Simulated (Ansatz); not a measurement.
# LuBeB: relaxing a made-up structure, part 2 of 2

This structure for LuBeB is made up. Its elements were placed in a known structure type with a cell scaled to their sizes. What cell does the guess relax to, and how far off was it?

Ansatz 0.2.0; DFT, PBE, plane-wave PAW, files of the set soft_1, scalar-relativistic, no spin, cell and ions relaxed at zero pressure; PAW set soft_1 (the session's first sound run).

So far: Set-up; Relaxing cell and atoms. The relaxed cell has a = 3.665, c = 6.886 Å (conventional setting).

### 3. Bands of the relaxed cell

A second self-consistent run takes a narrower smearing and the mesh shown in its input; the bands follow along the standard path of the relaxed lattice.

This step: DFT, PBE, plane-wave PAW, files of the set soft_1, scalar-relativistic, no spin, bands and density of states at the relaxed cell; PAW set soft_1 (Ansatz 0.2.0).

The input, input.yaml:

```yaml
crystal:
  lattice:
    - [3.6646418032, 0.0, 0.0]
    - [0.0, 3.6646418032, 0.0]
    - [0.0, 0.0, 6.8861769502]
  atoms:
    - { symbol: Lu, position: [0.0, 0.0, 0.25] }
    - { symbol: Lu, position: [0.0, 0.0, 0.75] }
    - { symbol: B, position: [0.0, 0.5, 0.0] }
    - { symbol: B, position: [0.5, 0.0, 0.5] }
    - { symbol: Be, position: [0.5, 0.5, 0.5] }
    - { symbol: Be, position: [0.5, 0.5, 0.0] }
kpoints:
  mp_grid: { grid: [8, 8, 6] }
  band_path:
    path:
      - [[0.0, 0.0, 0.0], [0.0, 0.5, 0.0], [0.5, 0.5, 0.0], [0.0, 0.0, 0.0], [0.0, 0.0, 0.5], [0.0, 0.5, 0.5], [0.5, 0.5, 0.5], [0.0, 0.0, 0.5]]
      - [[0.0, 0.5, 0.0], [0.0, 0.5, 0.5]]
      - [[0.5, 0.5, 0.0], [0.5, 0.5, 0.5]]
    npoints: 8
scf:
  occupations: { method: fermi_dirac, width: 0.03 }
  n_extra_bands: 10
hamiltonian:
  xc: pbe
  pseudopotentials: { kind: paw, azcp: { folder: soft_1 } }
output:
  forces: true
  stress: true
  write_bands: true
  dos: { projected: true }
  write_density: true
  write_potential: true
  elf: true
  volumetric_format: npy
```

The run is started by

```
> ansatz run input.yaml --threads 4 --pin off --max-ram 10240MiB --backend cpu --events-out ev --progress --plain --runs-dir out
```

Numbers of over 12 decimals in the logs are rounded to 6 here.

The program printed:

```text
Lu: projections on atomic orbitals take those of the free atom [Kr 4d10] 4f14 5s2 5p6 5d1 6s2, of charge +0.00 (hamiltonian.pseudopotentials.projection_atoms); the dataset's partial waves leave at most 4.6e-5 of an orbital's norm unspanned inside its sphere
[...]
Crystal: 6 atoms, lattice volume = 92.479 Å³
Basis set: ecut = 420 eV, 1807 PW (Γ), exchange–correlation on 50×50×96 points (8 copies of the dense FFT grid, shifted against one another)
Bands: 40, of which v1, the nominal top of the filled ones, is band 30 counted from 1 (29 counted from 0)
Symmetry: 16 space group operations
[...]
k-points: 60 of 384
[...]
SCF iter   1: F=—  HF=-29967.756470 eV  |F-HF|=—  |Δ(HF+E_count)|=         —  Δρ=8.48e-2  dr2=1.43e1  ethr=3.10e-3  ⟨swp⟩=7.4  Hψ=12499  notcnv=0
[...]
SCF iter  10: F=-29963.954159 eV  HF=-29963.954159 eV  |F-HF|=7.74e-9  |Δ(HF+E_count)|=   6.20e-8  Δρ=4.62e-6  dr2=1.71e-8  ethr=1.67e-10  ⟨swp⟩=21.9  Hψ=30247  notcnv=0
SCF 1 converged in 10 iterations: F = -29963.954159 eV  dr2 = 1.71e-8
[...]
NSCF: frozen V_eff on 75 k-points
SCF converged after 10 iterations
Free energy (F): -29963.954159 eV
[...]
Internal energy: -29963.945828 eV  (E = F + TS)
E sigma→0 (E₀):  -29963.949993 eV
Entropy (-TS):   -0.008331 eV (-1.388 meV/atom)
Fermi energy:    10.731511 eV
[...]
--- Stress (GPa, compression-positive) ---
        0.071931       0.000000       0.000000
        0.000000       0.071931       0.000000
        0.000000       0.000000      -0.046019
  P = ⅓ Tr σ = 0.0326 GPa (0.326 kbar)
--- Band table (eV; the first three rows and the last of 60) ---
  k-point 0: bands = [... 26 lower, 8.8422, 9.7852, 10.2331, 10.2331, 10.4720, 10.8191, 14.0295, 14.5226, ... 6 higher]
  k-point 1: bands = [... 26 lower, 8.8810, 9.4527, 10.1867, 10.1867, 10.5640, 11.0569, 13.7677, 14.8082, ... 6 higher]
  k-point 2: bands = [... 26 lower, 8.9678, 8.9678, 10.0847, 10.0847, 10.8231, 11.3071, 13.5405, 14.8484, ... 6 higher]
  k-point 59: bands = [... 26 lower, 9.1989, 9.1989, 9.7092, 9.7092, 10.7576, 10.7576, 12.1625, 12.1625, ... 6 higher]
```

The job ended after 8.2 s (4 threads of Arm Neoverse V1, shared host; peak memory 0.56 GiB).

This step gave:

```
free energy             : -29963.9542 eV
energy at zero smearing : -29963.9500 eV
smearing term TS        : 0.008331 eV
Fermi energy            : 10.73 eV
pressure                : 0.03261 GPa
```

From bands.tsv, the bands that come nearest the Fermi level along the path, at its corners, in eV from the Fermi level:

```tsv
point	band 27	band 28	band 29	band 30	band 31	band 32	band 33	band 34
Γ	-1.89	-0.95	-0.50	-0.50	-0.26	0.09	3.30	3.79
X	-1.86	-1.81	-1.59	0.10	0.75	1.12	2.92	3.41
M	-2.16	-1.35	-0.93	-0.93	-0.04	-0.04	0.24	4.40
Γ	-1.89	-0.95	-0.50	-0.50	-0.26	0.09	3.30	3.79
Z	-1.71	-1.71	-0.70	-0.70	0.43	0.43	3.20	3.20
R	-1.55	-1.55	-0.93	0.30	0.49	1.46	2.08	3.81
A	-1.53	-1.53	-1.02	-1.02	0.03	0.03	1.43	1.43
Z	-1.71	-1.71	-0.70	-0.70	0.43	0.43	3.20	3.20
X	-1.86	-1.81	-1.59	0.10	0.75	1.12	2.92	3.41
R	-1.55	-1.55	-0.93	0.30	0.49	1.46	2.08	3.81
M	-2.16	-1.35	-0.93	-0.93	-0.04	-0.04	0.24	4.40
A	-1.53	-1.53	-1.02	-1.02	0.03	0.03	1.43	1.43
```

States per cell as run, both spins, in windows of 1 eV, from dos.tsv (zero at the Fermi level):

```csv
from,to,total
-8,-7,1.20
-7,-6,2.54
-6,-5,0.00
-5,-4,28.56
-4,-3,2.62
-3,-2,2.39
-2,-1,3.46
-1,0,2.96
0,1,2.86
1,2,2.07
2,3,1.64
3,4,2.73
4,5,2.93
```

A further 16.3 states lie below the table's range.

ELF in the ac plane at fractional y = 0.000, with atoms of Lu and B within 0.2 Å of it. It is the smooth field of the valence electrons, not physical close to the nuclei.

Ten even steps from '0' (0.01) to '9' (0.85), each cell a mean:
```
11112222222111
00001122111000
54310011100134
99731000001489
99962001002799
89972012103899
99962145312799
99732478631489
76323788863246
11147876786311
01368621378621
12588400158752
12478510268731
11147765677311
54225788874224
98622578742379
99951256412699
89972123213899
99962011003899
99841000001699
66410011000246
11100111110011
00111222221110
11122222222211
```
Columns run along a (3.7 Å), rows up along c (6.9 Å). Atoms in or near the plane, at fractional coordinates: Lu at (0.00, 0.25), Lu at (0.00, 0.75), B at (0.50, 0.50).

Valence density in the ac plane at fractional y = 0.000, with atoms of Lu and B within 0.2 Å of it. It is the smooth field of the valence electrons, not physical close to the nuclei.

Values in e/Å³, 24 rows by 14 columns, each cell a mean:
```
 0  0  0  0  0  0  0  0  0  0  0  0  0  0
 0  0  0  0  0  0  0  0  0  0  0  0  0  0
 1  1  1  0  0  0  0  0  0  0  0  0  1  1
 6  4  2  1  0  0  0  0  0  0  0  1  2  5
25 16  6  1  0  0  0  0  0  0  0  2  8 18
44 27  9  2  0  0  0  0  0  0  1  3 12 32
32 20  7  1  0  0  0  0  0  0  0  2  9 23
10  7  3  1  0  0  0  0  0  0  0  1  4  8
 2  2  1  0  0  0  0  0  0  0  0  0  1  2
 0  0  0  0  0  0  1  1  1  0  0  0  0  0
 0  0  0  0  0  1  1  1  1  1  0  0  0  0
 0  0  0  0  1  1  1  0  1  1  0  0  0  0
 0  0  0  0  0  1  1  1  1  1  0  0  0  0
 0  0  0  0  0  1  1  1  1  0  0  0  0  0
 1  1  1  0  0  0  0  0  0  0  0  0  1  1
 7  5  2  1  0  0  0  0  0  0  0  1  3  5
24 15  5  1  0  0  0  0  0  0  0  2  7 18
44 27  9  2  0  0  0  0  0  0  1  3 12 32
32 20  7  1  0  0  0  0  0  0  0  3  9 23
11  7  3  1  0  0  0  0  0  0  0  1  4  8
 2  1  1  0  0  0  0  0  0  0  0  0  1  2
 0  0  0  0  0  0  0  0  0  0  0  0  0  0
 0  0  0  0  0  0  0  0  0  0  0  0  0  0
 0  0  0  0  0  0  0  0  0  0  0  0  0  0
```
Columns run along a (3.7 Å), rows up along c (6.9 Å). Atoms in or near the plane, at fractional coordinates: Lu at (0.00, 0.25), Lu at (0.00, 0.75), B at (0.50, 0.50).

Electrostatic potential energy in the ac plane at fractional y = 0.000, with atoms of Lu and B within 0.2 Å of it. With pseudopotentials it is smooth inside the atoms' cores, unlike the true potential.

Ten even steps from '0' (-73 eV) to '9' (14 eV), each cell a mean:
```
99999999999999
89999999999999
67899999999887
34689999998754
01368999998630
00268999998510
00368999998520
23578999998742
66789999999876
88999877789998
99999755579999
99998645568999
99998654579999
89999876789998
77899998999887
34689999998753
01378999998630
00268999998510
00368999998520
23578999998742
66789999999876
88999999999988
99999999999999
99999999999999
```
Columns run along a (3.7 Å; values clipped at the 3rd and 97th percentile), rows up along c (6.9 Å). Atoms in or near the plane, at fractional coordinates: Lu at (0.00, 0.25), Lu at (0.00, 0.75), B at (0.50, 0.50).

### 4. Summary of results

| Quantity | Value |
| --- | --- |
| space group, relaxed | P4_2/mmc |
| conventional cell | a = 3.665, b = 3.665, c = 6.886 Å; α = 90.0°, β = 90.0°, γ = 90.0° |
| volume per atom | 15.41 Å³ (guess 12.74) |

LuBeB relaxes to P4_2/mmc with a = 3.665, b = 3.665 and c = 6.886 Å. The guessed volume was 17 % too small. The space group P4_2/mmc was held in the relaxation, so the end point is a stationary structure within it and may be a saddle against distortions or other arrangements. Bands cross the Fermi level, so it is a metal or semimetal at this level. On the 8×8×6 mesh with the narrower smearing (relaxed on 8×8×4) the forces vanish, as symmetry may demand, and the largest stress component is 0.072 GPa, against the relaxation's thresholds of 0.015 eV/Å and 0.05 GPa. The cutoff wasn't tested. Spin-orbit coupling is left out, which can matter for elements this heavy. No dispersion term is used, so weakly bound directions may come out too long. Nothing here tests whether the compound is stable against decomposition.

[Logs are printed without paths, hosts, clocks, repeated set-up lines and the standing remarks that a program may print on its own settings, such as how far it seeks lower states.]

[Hosts, paths, dates, database ids (printed as entryN), source tags and the programs' standing remarks are cut or masked in the printed files.]
